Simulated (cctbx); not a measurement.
# A disordered crystal of nominal Mg3RuS

Cell a = 4.3800 Å, b = 4.3800 Å, c = 4.3800 Å, α = 90.00°, β = 90.00°, γ = 90.00°; space group Pm-3m (no. 221); nominal formula Mg3RuS.

The data are simulated with cctbx, not measured: Cu Kα, λ = 1.54184 Å, to d = 0.8 Å, 80 % of the full sphere, strongest reflection 5000 counts, noise from counting, a 6 % proportional error and a noise floor of 4 counts (s.d.); no absorption.

With every site full:

```text
Rint 0.051, 32 unique reflections to 0.81 A
cycle     R1     wR2    GooF  max shift (A)
   1  0.3604  0.6458  26.577   0.00000
   3  0.1473  0.3063  12.605   0.00000
final R1 0.1473 wR2 0.3063 GooF 12.605  parameters 4  data/parameter 8.0
atom        x        y        z      Ueq    occ   su(xyz)  su(Uiso or U11)
Ru1    0.00000  0.00000  0.00000   0.0111  1.000  0.00000  0.0043
S1     0.50000  0.50000  0.50000  -0.0129  1.000  0.00000  0.0046  NPD
Mg2    0.50000  0.50000  0.00000  -0.0267  1.000  0.00000  0.0044  NPD
difference map: max 9.32 min -2.55 rms 1.53
Q1    0.0000  0.0000  0.0000    1    9.32  0.00 A from Ru1
Q2    0.0000  0.5000  0.5000    3    8.94  0.00 A from Mg2
Q3    0.3905  0.5000  0.5000    6    2.95  0.48 A from S1
Q4    0.0000  0.0000  0.3603    6    1.96  1.58 A from Ru1
Q5    0.0822  0.2484  0.2484   24    1.15  1.58 A from Ru1
Q6    0.1539  0.1539  0.5000   12    0.53  1.66 A from Mg2
```

With the occupancies of the suspect sites free, each still typed as its main element:

```text
Rint 0.051, 32 unique reflections to 0.81 A
cycle     R1     wR2    GooF  max shift (A)
   1  0.3551  0.6205  26.500   0.00000
   3  0.0102  0.0217   0.928   0.00000
final R1 0.0103 wR2 0.0217 GooF 0.927  parameters 6  data/parameter 5.3
atom        x        y        z      Ueq    occ   su(xyz)  su(Uiso or U11)
Ru1    0.00000  0.00000  0.00000   0.0123  0.760  0.00000  0.0003
S1     0.50000  0.50000  0.50000   0.0162  1.000  0.00000  0.0007
Mg2    0.50000  0.50000  0.00000   0.0043  1.236  0.00000  0.0005
su of occupancy Ru1: 0.008
su of occupancy Mg2: 0.017
difference map: max 0.21 min -0.16 rms 0.07
Q1    0.1487  0.1487  0.3402   24    0.22  1.75 A from Ru1
Q2    0.3032  0.3032  0.3032    8    0.21  1.49 A from S1
Q3    0.2986  0.5000  0.5000    6    0.20  0.88 A from S1
Q4    0.1294  0.2892  0.2892   24    0.14  1.42 A from Mg2
Q5    0.0000  0.0000  0.0000    1    0.10  0.00 A from Ru1
Q6    0.1144  0.3397  0.5000   24    0.08  0.86 A from Mg2
```

**Question.** What is the disorder?

X-rays count electrons. Ru1 refines to 0.760(0.008), or 33.4 electrons; the site truly holds 0.7 Ru and 0.3 Mg, 34.4 electrons, which is 0.782 of Ru; Mg2 refines to 1.236(0.017), or 14.8 electrons; the site truly holds 0.9 Mg and 0.1 Ru, 15.2 electrons, which is 1.267 of Mg. A value under 1 can't tell vacancies from a lighter guest, and one over 1 needs a heavier guest; chemistry or a second radiation must settle which. Occupancy correlates with U and the scale, and the two elements' form factors differ in shape, so the match is approximate.

Freeing them takes R1 from 0.1473 to 0.0103 and GooF from 12.61 to 0.93.

This is a model crystal, built by substitution and not relaxed, with assumed displacement parameters.

[Middle refinement cycles are left out of these outputs.]

[Logs are printed without paths, hosts, clocks, repeated set-up lines and the standing remarks that a program may print on its own settings, such as how far it seeks lower states.]
